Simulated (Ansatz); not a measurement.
## ZnPb: relaxing a made-up structure

This structure for ZnPb is made up. Its elements were placed in a known structure type with a cell scaled to their sizes. What cell does the guess relax to, and how far off was it?

Main program and level: Ansatz 0.2.0; DFT, PBE, plane-wave PAW, files of the set soft_1, scalar-relativistic, no spin, cell and ions relaxed at zero pressure; PAW set soft_1, in the first sound run; inputs show where later runs differ.

### Step 1. Set-up

The structure is tetragonal, space group P4/mmm (No. 123). Conventional cell: a = 3.418 Å, b = 3.418 Å, c = 4.493 Å, α = 90.00°, β = 90.00°, γ = 90.00°. Pb has 8 Zn at 3.30 Å and 4 Pb at 3.42 Å nearest. Nearest to Zn lie 8 Pb at 3.30 Å. Farther neighbours are not listed.

### Step 2. Relaxation of the guess

The guessed cell has no reason to be at equilibrium. It is relaxed with the atoms, within the space group of the guess.

input.yaml reads:

```yaml
crystal:
  lattice:
    - [3.418, 0.0, 0.0]
    - [0.0, 3.418, 0.0]
    - [0.0, 0.0, 4.493]
  atoms:
    - { symbol: Pb, position: [0.5, 0.5, 0.5] }
    - { symbol: Zn, position: [0.0, 0.0, 0.0] }
kpoints:
  mp_grid: { grid: [8, 8, 6] }
scf:
  occupations: { method: fermi_dirac, width: 0.05 }
hamiltonian:
  xc: pbe
  pseudopotentials: { kind: paw, azcp: { folder: soft_1 } }
relax:
  f_tol: 0.015
  max_steps: 70
  cell: {}
output:
  forces: true
  stress: true
```

On the command line:

```console
$ ansatz run input.yaml --threads 4 --pin off --max-ram 8192MiB --backend cpu --events-out ev --progress --plain --runs-dir out
```

Numbers of over 12 decimals in the logs are rounded to 6 here.

What it wrote:

```text
Engine: ansatz 0.2.0, x86_64-unknown-linux-gnu
Pseudopotentials: kind: paw
Pseudopotential: Pb, paw, valence charge 14, recommended cutoff 420 eV (normal), soft_1/Pb.paw.azcp
Pseudopotential: Zn, paw, valence charge 12, recommended cutoff 420 eV (normal), soft_1/Zn.paw.azcp
Functional definition: PBE
  parameter kappa = 0.804
  parameter beta = 0.066725
  exchange = pbe_x(kappa = kappa, mu = beta*pi^2/3)
  correlation = pbe_c(beta = beta)
Crystal: 2 atoms, lattice volume = 52.490 Å³
Basis set: ecut = 420 eV, 1035 PW (Γ), exchange–correlation on 48×48×64 points (8 copies of the dense FFT grid, shifted against one another)
Bands: 17, of which v1, the nominal top of the filled ones, is band 13 counted from 1 (12 counted from 0)
Symmetry: 16 space group operations
Space group: P4/mmm (ITA 123), of the structure as read, at distance tolerance 3.7e-5 Å
k-points: 60 of 384
Non-local potential: Pb, projectors of the file, l = 0: 2, l = 1: 2, l = 2: 2, l = 3: 1
Non-local potential: Zn, projectors of the file, l = 0: 2, l = 1: 2, l = 2: 3, l = 3: 1
PAW form: soft (Blöchl's): semilocal exchange-correlation on the pseudo side does not see the compensation charge
PAW one-centre angular grid: Pb, 590 points (default); XC on 64 Gauss nodes
PAW one-centre angular grid: Zn, 590 points (default); XC on 64 Gauss nodes
Initial density: superposition of atomic densities (chi_scale 0.1, normalization cell, long waves kept (reshape's long-wave potential 0.00 eV rms))
Initial wavefunctions: pseudopotential atomic-orbital guess
Functional: x = pbe(κ = 0.804, μ = 0.219515), c = pbe(β = 0.066725)
SCF iter   1: F=—  HF=-15227.907271 eV  |F-HF|=—  |Δ(HF+E_count)|=         —  Δρ=4.53e-2  dr2=1.35e0  ethr=3.10e-3  ⟨swp⟩=6.2  Hψ=5756  notcnv=0
preconditioner: auto → Kerker (q_TF=auto, 2.427 Å⁻¹)  [metal: Δε(μ)=0.024 eV  Ē_g=14.149 eV  σ=0.050 eV  W_gap=0.12  n_scr=14 (ndim 8)  ℏωp=26.1 eV  f_vac=0.000  D(μ)=1.32/eV (n_scr^D=6)]
SCF iter   2: F=—  HF=-15227.576385 eV  |F-HF|=—  |Δ(HF+E_count)|=   3.31e-1  Δρ=1.40e-2  dr2=3.08e-1  ethr=3.10e-3  ⟨swp⟩=2.7  Hψ=2234  notcnv=0  defer=8
SCF iter   3: F=—  HF=-15227.486430 eV  |F-HF|=—  |Δ(HF+E_count)|=   9.00e-2  Δρ=1.02e-2  dr2=1.08e-1  ethr=1.19e-3  ⟨swp⟩=2.2  Hψ=2058  notcnv=0  defer=8
SCF iter   4: F=—  HF=-15227.459085 eV  |F-HF|=—  |Δ(HF+E_count)|=   2.73e-2  Δρ=5.68e-3  dr2=1.19e-2  ethr=4.17e-4  ⟨swp⟩=3.0  Hψ=1845  notcnv=0  defer=8
SCF iter   5: F=—  HF=-15227.457589 eV  |F-HF|=—  |Δ(HF+E_count)|=   1.50e-3  Δρ=8.59e-4  dr2=3.63e-4  ethr=4.59e-5  ⟨swp⟩=2.0  Hψ=2000  notcnv=0  defer=8
SCF iter   6: F=—  HF=-15227.457661 eV  |F-HF|=—  |Δ(HF+E_count)|=   7.24e-5  Δρ=6.32e-4  dr2=9.86e-5  ethr=1.39e-6  ⟨swp⟩=2.4  Hψ=1681  notcnv=0  defer=8
SCF iter   7: F=—  HF=-15227.457736 eV  |F-HF|=—  |Δ(HF+E_count)|=   7.55e-5  Δρ=6.90e-5  dr2=2.52e-6  ethr=3.79e-7  ⟨swp⟩=2.0  Hψ=1434  notcnv=0  defer=8
SCF iter   8: F=—  HF=-15227.457738 eV  |F-HF|=—  |Δ(HF+E_count)|=   1.43e-6  Δρ=1.86e-5  dr2=2.19e-7  ethr=9.70e-9  ⟨swp⟩=2.0  Hψ=1477  notcnv=0  defer=8
SCF iter   9: F=-15227.457738 eV  HF=-15227.457738 eV  |F-HF|=5.28e-9  |Δ(HF+E_count)|=   6.10e-9  Δρ=5.00e-6  dr2=1.62e-8  ethr=3.85e-10  ⟨swp⟩=4.5  Hψ=3427  notcnv=0
SCF 1 converged in 9 iterations: F = -15227.457738 eV  dr2 = 1.62e-8
  greatest PAW one-centre occupation: 0.984 electrons in one spin orbital (limit 2), on the Zn atom at site 1 (counted from 0), in its partial waves of l = 2
relax step   1: F+E_penalty+E_count = -15227.45773788 eV  Δ(F+E_penalty+E_count) = +0.000e0 eV  max|allowed force component| = 4.770e-30 eV/Å  Δτ_max = 0.0000 Å  P = -2.397 GPa  Ω = 52.490 Å³  (9 SCF iters, dr2 threshold 1.00e-7 eV, accepted)
Crystal: 2 atoms, lattice volume = 49.499 Å³
Basis set: ecut = 420 eV, 971 PW (Γ), exchange–correlation on 48×48×64 points (8 copies of the dense FFT grid, shifted against one another)
Initial density: handed on by an earlier stage of this run
Initial wavefunctions: those handed on with the density
iter 1 solved again at ethr=5.15e-6 eV; its pass at ethr=3.10e-3 eV (dr2=1.34e-3 eV) is discarded
SCF iter   1: F=—  HF=-15227.503822 eV  |F-HF|=—  |Δ(HF+E_count)|=         —  Δρ=1.25e-3  dr2=1.34e-3  ethr=5.15e-6  ⟨swp⟩=2.2  Hψ=7602  notcnv=0
preconditioner: auto → Kerker (q_TF=auto, 2.451 Å⁻¹)  [metal: Δε(μ)=0.090 eV  Ē_g=14.312 eV  σ=0.050 eV  W_gap=0.41  n_scr=14 (ndim 8)  ℏωp=26.9 eV  f_vac=0.000  D(μ)=0.91/eV (n_scr^D=2)]
SCF iter   2: F=—  HF=-15227.503530 eV  |F-HF|=—  |Δ(HF+E_count)|=   2.92e-4  Δρ=7.92e-4  dr2=5.54e-4  ethr=5.14e-6  ⟨swp⟩=1.3  Hψ=1162  notcnv=0
SCF iter   3: F=—  HF=-15227.503429 eV  |F-HF|=—  |Δ(HF+E_count)|=   1.01e-4  Δρ=6.32e-4  dr2=1.01e-4  ethr=2.13e-6  ⟨swp⟩=2.0  Hψ=1440  notcnv=0
SCF iter   4: F=—  HF=-15227.503384 eV  |F-HF|=—  |Δ(HF+E_count)|=   4.51e-5  Δρ=8.49e-5  dr2=5.84e-6  ethr=3.88e-7  ⟨swp⟩=2.0  Hψ=1360  notcnv=0
SCF iter   5: F=—  HF=-15227.503383 eV  |F-HF|=—  |Δ(HF+E_count)|=   1.05e-6  Δρ=3.94e-5  dr2=6.93e-7  ethr=2.24e-8  ⟨swp⟩=2.8  Hψ=1770  notcnv=0
SCF iter   6: F=-15227.503383 eV  HF=-15227.503383 eV  |F-HF|=2.32e-8  |Δ(HF+E_count)|=   7.32e-8  Δρ=9.66e-6  dr2=2.50e-8  ethr=7.69e-10  ⟨swp⟩=4.9  Hψ=3846  notcnv=0
SCF 2 converged in 6 iterations: F = -15227.503383 eV  dr2 = 2.50e-8
relax step   2: F+E_penalty+E_count = -15227.50338306 eV  Δ(F+E_penalty+E_count) = -4.565e-2 eV  max|allowed force component| = 4.733e-30 eV/Å  Δτ_max = 0.0000 Å  P = -0.342 GPa  Ω = 49.499 Å³  energy of the carried Pulay correction = +1.100e-3 eV  (6 SCF iters, dr2 threshold 2.00e-7 eV, accepted)
Crystal: 2 atoms, lattice volume = 48.001 Å³
Basis set: ecut = 420 eV, 945 PW (Γ), exchange–correlation on 48×48×64 points (8 copies of the dense FFT grid, shifted against one another)
iter 1 solved again at ethr=1.00e-5 eV; its pass at ethr=3.10e-3 eV (dr2=2.61e-3 eV) is discarded
SCF iter   1: F=—  HF=-15227.523044 eV  |F-HF|=—  |Δ(HF+E_count)|=         —  Δρ=1.81e-3  dr2=2.51e-3  ethr=1.00e-5  ⟨swp⟩=2.1  Hψ=8020  notcnv=0
preconditioner: auto → Kerker (q_TF=auto, 2.463 Å⁻¹)  [metal: Δε(μ)=0.060 eV  Ē_g=14.432 eV  σ=0.050 eV  W_gap=0.28  n_scr=14 (ndim 8)  ℏωp=27.3 eV  f_vac=0.000  D(μ)=0.68/eV (n_scr^D=2)]
SCF iter   2: F=—  HF=-15227.522566 eV  |F-HF|=—  |Δ(HF+E_count)|=   4.78e-4  Δρ=1.17e-3  dr2=1.17e-3  ethr=9.67e-6  ⟨swp⟩=1.0  Hψ=1020  notcnv=0
SCF iter   3: F=—  HF=-15227.522249 eV  |F-HF|=—  |Δ(HF+E_count)|=   3.17e-4  Δρ=5.53e-4  dr2=8.07e-5  ethr=4.49e-6  ⟨swp⟩=2.5  Hψ=1538  notcnv=0
SCF iter   4: F=—  HF=-15227.522224 eV  |F-HF|=—  |Δ(HF+E_count)|=   2.51e-5  Δρ=1.48e-4  dr2=9.90e-6  ethr=3.10e-7  ⟨swp⟩=2.8  Hψ=1835  notcnv=0
SCF iter   5: F=—  HF=-15227.522222 eV  |F-HF|=—  |Δ(HF+E_count)|=   1.88e-6  Δρ=5.74e-5  dr2=2.60e-6  ethr=3.81e-8  ⟨swp⟩=2.0  Hψ=1401  notcnv=0
SCF iter   6: F=-15227.522222 eV  HF=-15227.522222 eV  |F-HF|=1.55e-8  |Δ(HF+E_count)|=   1.55e-7  Δρ=1.69e-5  dr2=1.46e-7  ethr=7.69e-10  ⟨swp⟩=4.2  Hψ=4900  notcnv=0
SCF 3 converged in 6 iterations: F = -15227.522222 eV  dr2 = 1.46e-7
  greatest PAW one-centre occupation: 0.983 electrons in one spin orbital (limit 2), on the Zn atom at site 1 (counted from 0), in its partial waves of l = 2
relax step   3: F+E_penalty+E_count = -15227.52222179 eV  Δ(F+E_penalty+E_count) = -1.884e-2 eV  max|allowed force component| = 1.270e-29 eV/Å  Δτ_max = 0.0000 Å  P = +1.031 GPa  Ω = 48.001 Å³  energy of the carried Pulay correction = +1.701e-3 eV  (6 SCF iters, dr2 threshold 2.00e-7 eV, accepted)
Crystal: 2 atoms, lattice volume = 48.395 Å³
iter 1 solved again at ethr=1.52e-6 eV; its pass at ethr=3.10e-3 eV (dr2=3.95e-4 eV) is discarded
SCF iter   1: F=—  HF=-15227.529474 eV  |F-HF|=—  |Δ(HF+E_count)|=         —  Δρ=9.74e-4  dr2=3.17e-4  ethr=1.52e-6  ⟨swp⟩=3.4  Hψ=8503  notcnv=0
preconditioner: auto → Kerker (q_TF=auto, 2.460 Å⁻¹)  [metal: Δε(μ)=0.054 eV  Ē_g=14.391 eV  σ=0.050 eV  W_gap=0.26  n_scr=14 (ndim 8)  ℏωp=27.2 eV  f_vac=0.000  D(μ)=0.56/eV (n_scr^D=0)]
SCF iter   2: F=—  HF=-15227.529491 eV  |F-HF|=—  |Δ(HF+E_count)|=   1.73e-5  Δρ=6.22e-4  dr2=1.48e-4  ethr=1.22e-6  ⟨swp⟩=1.1  Hψ=1030  notcnv=0
SCF iter   3: F=—  HF=-15227.529527 eV  |F-HF|=—  |Δ(HF+E_count)|=   3.52e-5  Δρ=2.62e-4  dr2=2.08e-5  ethr=5.68e-7  ⟨swp⟩=2.0  Hψ=1562  notcnv=0
SCF iter   4: F=—  HF=-15227.529516 eV  |F-HF|=—  |Δ(HF+E_count)|=   1.08e-5  Δρ=8.08e-5  dr2=2.14e-6  ethr=7.99e-8  ⟨swp⟩=2.9  Hψ=1983  notcnv=0
SCF iter   5: F=—  HF=-15227.529516 eV  |F-HF|=—  |Δ(HF+E_count)|=   2.93e-7  Δρ=3.74e-5  dr2=5.13e-7  ethr=8.24e-9  ⟨swp⟩=2.3  Hψ=1523  notcnv=0
SCF iter   6: F=-15227.529516 eV  HF=-15227.529516 eV  |F-HF|=1.85e-8  |Δ(HF+E_count)|=   2.82e-8  Δρ=1.01e-5  dr2=3.88e-8  ethr=7.69e-10  ⟨swp⟩=5.3  Hψ=4133  notcnv=0
SCF 4 converged in 6 iterations: F = -15227.529516 eV  dr2 = 3.88e-8
relax step   4: F+E_penalty+E_count = -15227.52951600 eV  Δ(F+E_penalty+E_count) = -7.294e-3 eV  max|allowed force component| = 4.782e-30 eV/Å  Δτ_max = 0.0000 Å  P = +0.684 GPa  Ω = 48.395 Å³  energy of the carried Pulay correction = +1.551e-3 eV  (6 SCF iters, dr2 threshold 2.00e-7 eV, accepted)
Crystal: 2 atoms, lattice volume = 49.204 Å³
Basis set: ecut = 420 eV, 953 PW (Γ), exchange–correlation on 48×48×64 points (8 copies of the dense FFT grid, shifted against one another)
iter 1 solved again at ethr=4.18e-7 eV; its pass at ethr=3.10e-3 eV (dr2=1.09e-4 eV) is discarded
SCF iter   1: F=—  HF=-15227.531352 eV  |F-HF|=—  |Δ(HF+E_count)|=         —  Δρ=4.20e-4  dr2=9.14e-5  ethr=4.18e-7  ⟨swp⟩=3.3  Hψ=8054  notcnv=0
preconditioner: auto → Kerker (q_TF=auto, 2.453 Å⁻¹)  [metal: Δε(μ)=0.073 eV  Ē_g=14.322 eV  σ=0.050 eV  W_gap=0.34  n_scr=14 (ndim 8)  ℏωp=27.0 eV  f_vac=0.000  D(μ)=0.59/eV (n_scr^D=0)]
SCF iter   2: F=—  HF=-15227.531346 eV  |F-HF|=—  |Δ(HF+E_count)|=   5.39e-6  Δρ=2.70e-4  dr2=3.68e-5  ethr=3.51e-7  ⟨swp⟩=2.0  Hψ=1785  notcnv=0
SCF iter   3: F=—  HF=-15227.531347 eV  |F-HF|=—  |Δ(HF+E_count)|=   9.32e-8  Δρ=1.65e-4  dr2=6.92e-6  ethr=1.41e-7  ⟨swp⟩=2.4  Hψ=1613  notcnv=0
SCF iter   4: F=—  HF=-15227.531344 eV  |F-HF|=—  |Δ(HF+E_count)|=   2.53e-6  Δρ=3.02e-5  dr2=3.56e-7  ethr=2.66e-8  ⟨swp⟩=3.0  Hψ=1977  notcnv=0
SCF iter   5: F=-15227.531344 eV  HF=-15227.531344 eV  |F-HF|=4.79e-9  |Δ(HF+E_count)|=   1.89e-8  Δρ=1.14e-5  dr2=4.73e-8  ethr=7.69e-10  ⟨swp⟩=5.4  Hψ=4095  notcnv=0
SCF 5 converged in 5 iterations: F = -15227.531344 eV  dr2 = 4.73e-8
relax step   5: F+E_penalty+E_count = -15227.53134400 eV  Δ(F+E_penalty+E_count) = -1.828e-3 eV  max|allowed force component| = 1.386e-28 eV/Å  Δτ_max = 0.0000 Å  P = -0.018 GPa  Ω = 49.204 Å³  energy of the carried Pulay correction = +1.235e-3 eV  (5 SCF iters, dr2 threshold 2.00e-7 eV, accepted)
Crystal: 2 atoms, lattice volume = 49.376 Å³
Basis set: ecut = 420 eV, 969 PW (Γ), exchange–correlation on 48×48×64 points (8 copies of the dense FFT grid, shifted against one another)
iter 1 solved again at ethr=1.25e-7 eV; its pass at ethr=3.10e-3 eV (dr2=3.24e-5 eV) is discarded
SCF iter   1: F=—  HF=-15227.531653 eV  |F-HF|=—  |Δ(HF+E_count)|=         —  Δρ=4.20e-4  dr2=4.87e-5  ethr=1.25e-7  ⟨swp⟩=3.8  Hψ=8565  notcnv=0
preconditioner: auto → Kerker (q_TF=auto, 2.452 Å⁻¹)  [metal: Δε(μ)=0.069 eV  Ē_g=14.301 eV  σ=0.050 eV  W_gap=0.33  n_scr=14 (ndim 8)  ℏωp=26.9 eV  f_vac=0.000  D(μ)=0.63/eV (n_scr^D=0)]
SCF iter   2: F=—  HF=-15227.531669 eV  |F-HF|=—  |Δ(HF+E_count)|=   1.65e-5  Δρ=2.62e-4  dr2=2.09e-5  ethr=1.25e-7  ⟨swp⟩=1.0  Hψ=1020  notcnv=0
SCF iter   3: F=—  HF=-15227.531676 eV  |F-HF|=—  |Δ(HF+E_count)|=   6.88e-6  Δρ=3.88e-5  dr2=8.16e-7  ethr=8.06e-8  ⟨swp⟩=2.3  Hψ=1460  notcnv=0
SCF iter   4: F=—  HF=-15227.531676 eV  |F-HF|=—  |Δ(HF+E_count)|=   2.53e-7  Δρ=3.53e-5  dr2=4.12e-7  ethr=5.31e-10  ⟨swp⟩=5.9  Hψ=4528  notcnv=0
SCF iter   5: F=-15227.531676 eV  HF=-15227.531676 eV  |F-HF|=3.44e-8  |Δ(HF+E_count)|=   1.46e-7  Δρ=1.07e-5  dr2=5.97e-8  ethr=5.31e-10  ⟨swp⟩=3.9  Hψ=4777  notcnv=0
SCF 6 converged in 5 iterations: F = -15227.531676 eV  dr2 = 5.97e-8
relax step   6: F+E_penalty+E_count = -15227.53167608 eV  Δ(F+E_penalty+E_count) = -3.321e-4 eV  max|allowed force component| = 1.538e-28 eV/Å  Δτ_max = 0.0000 Å  P = -0.121 GPa  Ω = 49.376 Å³  energy of the carried Pulay correction = +1.172e-3 eV  (5 SCF iters, dr2 threshold 1.38e-7 eV, accepted)
Crystal: 2 atoms, lattice volume = 49.225 Å³
iter 1 solved again at ethr=1.17e-7 eV; its pass at ethr=3.10e-3 eV (dr2=3.03e-5 eV) is discarded
SCF iter   1: F=—  HF=-15227.531846 eV  |F-HF|=—  |Δ(HF+E_count)|=         —  Δρ=1.27e-4  dr2=5.62e-6  ethr=1.17e-7  ⟨swp⟩=3.0  Hψ=7354  notcnv=0
preconditioner: auto → Kerker (q_TF=auto, 2.453 Å⁻¹)  [metal: Δε(μ)=0.078 eV  Ē_g=14.314 eV  σ=0.050 eV  W_gap=0.34  n_scr=14 (ndim 8)  ℏωp=27.0 eV  f_vac=0.000  D(μ)=0.61/eV (n_scr^D=0)]
SCF iter   2: F=—  HF=-15227.531855 eV  |F-HF|=—  |Δ(HF+E_count)|=   9.50e-6  Δρ=8.03e-5  dr2=2.23e-6  ethr=2.16e-8  ⟨swp⟩=2.0  Hψ=1744  notcnv=0
SCF iter   3: F=—  HF=-15227.531856 eV  |F-HF|=—  |Δ(HF+E_count)|=   3.00e-7  Δρ=2.98e-5  dr2=2.59e-7  ethr=8.59e-9  ⟨swp⟩=2.7  Hψ=1711  notcnv=0
SCF iter   4: F=-15227.531855 eV  HF=-15227.531856 eV  |F-HF|=3.96e-8  |Δ(HF+E_count)|=   5.35e-8  Δρ=1.05e-5  dr2=3.32e-8  ethr=2.37e-10  ⟨swp⟩=5.8  Hψ=4363  notcnv=0
SCF 7 converged in 4 iterations: F = -15227.531855 eV  dr2 = 3.32e-8
relax step   7: F+E_penalty+E_count = -15227.53185547 eV  Δ(F+E_penalty+E_count) = -1.794e-4 eV  max|allowed force component| = 7.593e-30 eV/Å  Δτ_max = 0.0000 Å  P = -0.005 GPa  Ω = 49.225 Å³  energy of the carried Pulay correction = +1.230e-3 eV  (4 SCF iters, dr2 threshold 6.16e-8 eV, accepted)
Basis set: ecut = 420 eV, 969 PW (Γ), exchange–correlation on 48×48×54 points (8 copies of the dense FFT grid, shifted against one another)
Initial wavefunctions: pseudopotential atomic-orbital guess (no wavefunctions were taken with the density)
iter 1 solved again at ethr=4.95e-7 eV; its pass at ethr=3.10e-3 eV (dr2=1.29e-4 eV) is discarded
SCF iter   1: F=—  HF=-15227.530598 eV  |F-HF|=—  |Δ(HF+E_count)|=         —  Δρ=4.45e-4  dr2=8.23e-6  ethr=4.95e-7  ⟨swp⟩=2.8  Hψ=8534  notcnv=0
preconditioner: auto → Kerker (q_TF=auto, 2.453 Å⁻¹)  [metal: Δε(μ)=0.078 eV  Ē_g=14.315 eV  σ=0.050 eV  W_gap=0.34  n_scr=14 (ndim 8)  ℏωp=27.0 eV  f_vac=0.000  D(μ)=0.61/eV (n_scr^D=0)]
SCF iter   2: F=—  HF=-15227.530955 eV  |F-HF|=—  |Δ(HF+E_count)|=   3.57e-4  Δρ=2.90e-4  dr2=9.70e-6  ethr=3.16e-8  ⟨swp⟩=2.0  Hψ=1451  notcnv=0
SCF iter   3: F=—  HF=-15227.531057 eV  |F-HF|=—  |Δ(HF+E_count)|=   1.02e-4  Δρ=6.62e-5  dr2=2.15e-7  ethr=3.16e-8  ⟨swp⟩=2.0  Hψ=1379  notcnv=0
SCF iter   4: F=—  HF=-15227.531066 eV  |F-HF|=—  |Δ(HF+E_count)|=   9.50e-6  Δρ=1.14e-5  dr2=1.52e-8  ethr=8.26e-10  ⟨swp⟩=2.0  Hψ=1503  notcnv=0
SCF iter   5: F=—  HF=-15227.531067 eV  |F-HF|=—  |Δ(HF+E_count)|=   1.58e-7  Δρ=4.85e-6  dr2=3.37e-9  ethr=5.85e-11  ⟨swp⟩=2.0  Hψ=1504  notcnv=0
SCF iter   6: F=—  HF=-15227.531067 eV  |F-HF|=—  |Δ(HF+E_count)|=   1.51e-8  Δρ=3.65e-7  dr2=4.19e-11  ethr=1.30e-11  ⟨swp⟩=2.0  Hψ=1426  notcnv=0
SCF iter   7: F=-15227.531067 eV  HF=-15227.531067 eV  |F-HF|=1.82e-12  |Δ(HF+E_count)|=  3.64e-11  Δρ=1.04e-7  dr2=6.82e-12  ethr=1.00e-12  ⟨swp⟩=6.0  Hψ=4470  notcnv=0
SCF 8 converged in 7 iterations: F = -15227.531067 eV  dr2 = 6.82e-12
relax step   8: F+E_penalty+E_count = -15227.53106663 eV  Δ(F+E_penalty+E_count) = +7.888e-4 eV  max|allowed force component| = 4.782e-30 eV/Å  Δτ_max = 0.0000 Å  P = -0.028 GPa  Ω = 49.225 Å³  stress off target by 3.10e-2 GPa  SCF on the basis re-selected at this cell (its energy is not comparable with the rows above)  (7 SCF iters)
basis re-selected at this cell: Δ(F+E_penalty+E_count) = +7.888e-4 eV, ΔP = -0.023 GPa vs the last step (what re-selecting the basis moved, of the pressure what is left beyond the Pulay correction that the steps carried, after the strain that the cell walked since its last selection, with what the two solves' SCF thresholds leave and, on support functions, any second-order correction that the steps lacked; it is no measure of the basis error at this ecutwfc). The dense FFT grid was sized anew with the basis: this SCF ran on 24×24×27 points, the steps before it on 24×24×32, so part of this shift can come from that change (see relax.cell in the input reference). [rest of the remark cut]
SCF converged after 7 iterations
Free energy (F): -15227.531067 eV
Harris-Foulkes:  -15227.531067 eV  (|F-HF|=1.82e-12)
Internal energy: -15227.525950 eV  (E = F + TS)
E sigma→0 (E₀):  -15227.528508 eV
Entropy (-TS):   -0.005117 eV (-2.558 meV/atom)
Fermi energy:    9.898294 eV
--- Per-component energies (eV) ---
  E_band       = -7.906274
  E_kinetic    = 438.674958
  E_local      = -2890.596663  (includes V_loc(G=0)·N_el)
  E_nonlocal   = 1123.674232
  E_hartree    = 1097.665305
  E_xc         = -283.079387
  E_vxc        = -187.434557  (∫ρ·V_xc dr)
  E_paw        = -12289.728966  (= ΣΔE_a)
  E_vpaw       = -687.554669  (= ΣTr[D̂ρ^β])
  E_aug_tail   = -0.000256  (compensation charges beyond the density's cutoff)
  E_ewald      = -2424.135172
  E_smearing   = -0.005117  (= −TS)
  E_closure    = -0.000000  (closes the sum)
  Σ components = -15227.531067   (vs F -15227.531067, Δ=0.00e0)
--- Forces (eV/Å), atoms counted from 1 ---
  atom   1  Pb    -0.00000000     0.00000000     0.00000000
  atom   2  Zn    -0.00000000    -0.00000000     0.00000000
  max |Σ_I F_I| component: 9.37e-30 eV/Å
--- Stress (GPa, compression-positive) ---
       -0.026477       0.000000       0.000000
        0.000000      -0.026477       0.000000
        0.000000       0.000000      -0.030965
  P = ⅓ Tr σ = -0.0280 GPa (-0.280 kbar)
--- Relaxed structure (7 steps of the walk, 7 accepted, 1 SCFs on fresh bases) ---
  F+E_penalty+E_count = -15227.53106663 eV   max|allowed force component| = 4.782e-30 eV/Å   (the final SCF, on the basis selected at the relaxed cell)
  cell:  # Å, volume = 49.2247 Å³
    - [3.530985, 0, 0.0]
    - [0, 3.530985, 0.0]
    - [0.0, 0.0, 3.948133]
  atoms:
    - { symbol: Pb, position: [0.5, 0.5, 0.5] }
    - { symbol: Zn, position: [0, 0, 0.0] }
```

The job ended after 5.8 s (4 threads of Intel Xeon Platinum 8488C (Sapphire Rapids), shared host; peak memory 0.46 GiB).

Step by step:

| step | energy less that of the first step (eV) | largest force component (eV/Å) | pressure (GPa) | volume (Å³) |
| --- | --- | --- | --- | --- |
| 1 | 0.0000 | 0.0000 | -2.40 | 52.49 |
| 2 | -0.0456 | 0.0000 | -0.34 | 49.50 |
| 3 | -0.0645 | 0.0000 | 1.03 | 48.00 |
| 4 | -0.0718 | 0.0000 | 0.68 | 48.39 |
| 5 | -0.0736 | 0.0000 | -0.02 | 49.20 |
| 6 | -0.0739 | 0.0000 | -0.12 | 49.38 |
| 7 | -0.0741 | 0.0000 | -0.01 | 49.22 |
| 8* | -0.0733 | 0.0000 | -0.03 | 49.22 |

Relaxation steps marked * repeat the geometry before them on a plane-wave basis chosen anew for their cell, so energy and pressure can jump there.

The run keeps the 16 symmetry operations that it works with, so distortions that break them were not tested.

| cell as run | before | after | change |
| --- | --- | --- | --- |
| a (Å) | 3.418 | 3.531 | +3.3 % |
| b (Å) | 3.418 | 3.531 | +3.3 % |
| c (Å) | 4.493 | 3.948 | -12.1 % |
| volume (Å³/atom) | 26.25 | 24.61 | -6.2 % |

The relaxed structure:

```cif
data_structure
_symmetry_space_group_name_H-M 'P 1'
_symmetry_Int_Tables_number 1
_cell_length_a 3.5310
_cell_length_b 3.5310
_cell_length_c 3.9481
_cell_angle_alpha 90.000
_cell_angle_beta 90.000
_cell_angle_gamma 90.000
_cell_volume 49.22
loop_
_atom_site_label
_atom_site_type_symbol
_atom_site_fract_x
_atom_site_fract_y
_atom_site_fract_z
_atom_site_occupancy
Pb1 Pb 0.50000 0.50000 0.50000 1
Zn2 Zn 0.00000 0.00000 0.00000 1
```

This step gave:

* free energy: -15227.5311 eV
* energy at zero smearing: -15227.5285 eV
* smearing term TS: 0.005117 eV
* Fermi energy: 9.898 eV
* electrons: 26
* symmetry operations: 16
* pressure: -0.02797 GPa

Shortest distances by pair of elements, guess and relaxed (not always the same contact):

| pair | guess (Å) | relaxed (Å) |
| --- | --- | --- |
| Pb–Zn | 3.300 | 3.183 |
| Pb–Pb | 3.418 | 3.531 |
| Zn–Zn | 3.418 | 3.531 |

The relaxation ends with a pressure of -0.03 GPa.

(Part 1 of 2 ends here.)

[Logs are printed without paths, hosts, clocks, repeated set-up lines and the standing remarks that a program may print on its own settings, such as how far it seeks lower states.]

[Hosts, paths, dates, database ids (printed as entryN), source tags and the programs' standing remarks are cut or masked in the printed files.]
